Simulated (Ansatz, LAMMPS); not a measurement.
# Static equation of state of glassy 81SiO2-7Na2O-7CaO-4ZnO (mol %) (78 atoms)

Density of this cell: 2.55 g/cm³. The cell holds 78 atoms: 22 Si, 4 Na, 2 Ca, 1 Zn and 49 O. Cell: a = 10.299 Å, b = 9.924 Å, c = 10.475 Å, α = 88.6°, β = 93.0°, γ = 93.0°. The starting structure: 78 atoms (22 Si, 4 Na, 2 Ca, 1 Zn, 49 O) placed at random at 2.4 g/cm³, melted at 4000 K for 10 ps at fixed volume with the Morse and Coulomb pair potential with partial charges (Pedone, Malavasi, Menziani, Cormack and Segre, J. Phys. Chem. B 110, 11780 (2006)). Quenched from 4000 K to 300 K at 1000 K/ps and fixed volume, held 10 ps at zero pressure.

Calculated with Ansatz 0.2.0: Kohn-Sham DFT, PBE, PAW (set soft_2), plane waves; cutoff 420 eV, Γ point, gaussian smearing of 0.05 eV. Cell and atoms were relaxed first, to V0 = 13.685 Å³ an atom at a residual P0 = 0.005 GPa. The cell was then scaled evenly, and the atoms were relaxed at each volume.

| volume (Å³/atom) | pressure (GPa) |
| --- | --- |
| 12.316 | ? |
| 12.863 | 3.546 |
| 13.274 | 1.801 |
| 14.095 | -1.406 |
| 14.506 | -3.010 |

**Question.** Fit the third-order Birch–Murnaghan equation to the rows given and extrapolate to the withheld row.

**Working.**

Take the Eulerian strain f = ½[(V0/V)^(2/3) − 1] and the normalised pressure F = (P − P0) / [3f(1 + 2f)^(5/2)]. The third-order Birch–Murnaghan equation is then the line F = B0 + (3/2)B0(B′ − 4) f, so u = f and v = F.

```
      u = f  v = F (GPa)
  0.0210567      50.5663
  0.0102566      55.4889
-0.00975655      50.6299
 -0.0190504      58.1214
```

With n = 4: mean u = 6.2658e-4, mean v = 53.7016, Σ(u − ū)² = 0.0010051, Σ(u − ū)(v − v̄) = -0.10192. Slope b = -0.10192 / 0.0010051 = -101.40; intercept a = v̄ − b ū = 53.765.

So B0 = a = 53.8 GPa and B′ = 4 + 2b/(3a) = 2.74. At the withheld volume f = 0.03638, F = a + b f = 50.08 GPa, and P = P0 + 3f(1 + 2f)^(5/2) F.

Prediction at 12.316: 6.520 GPa. The run gave 5.303 GPa, so the fit is high by 1.2 GPa (23 % of the value).

The series isn't one smooth equation of state: even a line fitted to all rows, the withheld one included, misses F by up to 9.1 %, the count of bonds changes along the series and an atom moves over 0.5 Å in some relaxation. B0 and B′ are then only the numbers of this fit, not moduli of the material. Among the rows given, the largest miss of the fit is at 14.506, by 0.13 GPa (1.5 % of the range of the table).

Limits: Static cells at zero temperature; the cell shape is held. The program notes that the SCF threshold of these relaxations is loose for the stress. The quench rate of 1000 K/ps is many orders above laboratory rates, so the cell is likely richer in defects and strain than a real sample. The network of bonds at the start is that of the classical potential that made the cell, and needn't be the one that DFT or experiment would give. Only the Γ point is sampled, in a cell whose shortest periodic width is 10 Å.

[Logs are printed without paths, hosts, clocks, repeated set-up lines and the standing remarks that a program may print on its own settings, such as how far it seeks lower states.]

[Hosts, paths, dates, database ids (printed as entryN), source tags and the programs' standing remarks are cut or masked in the printed files.]
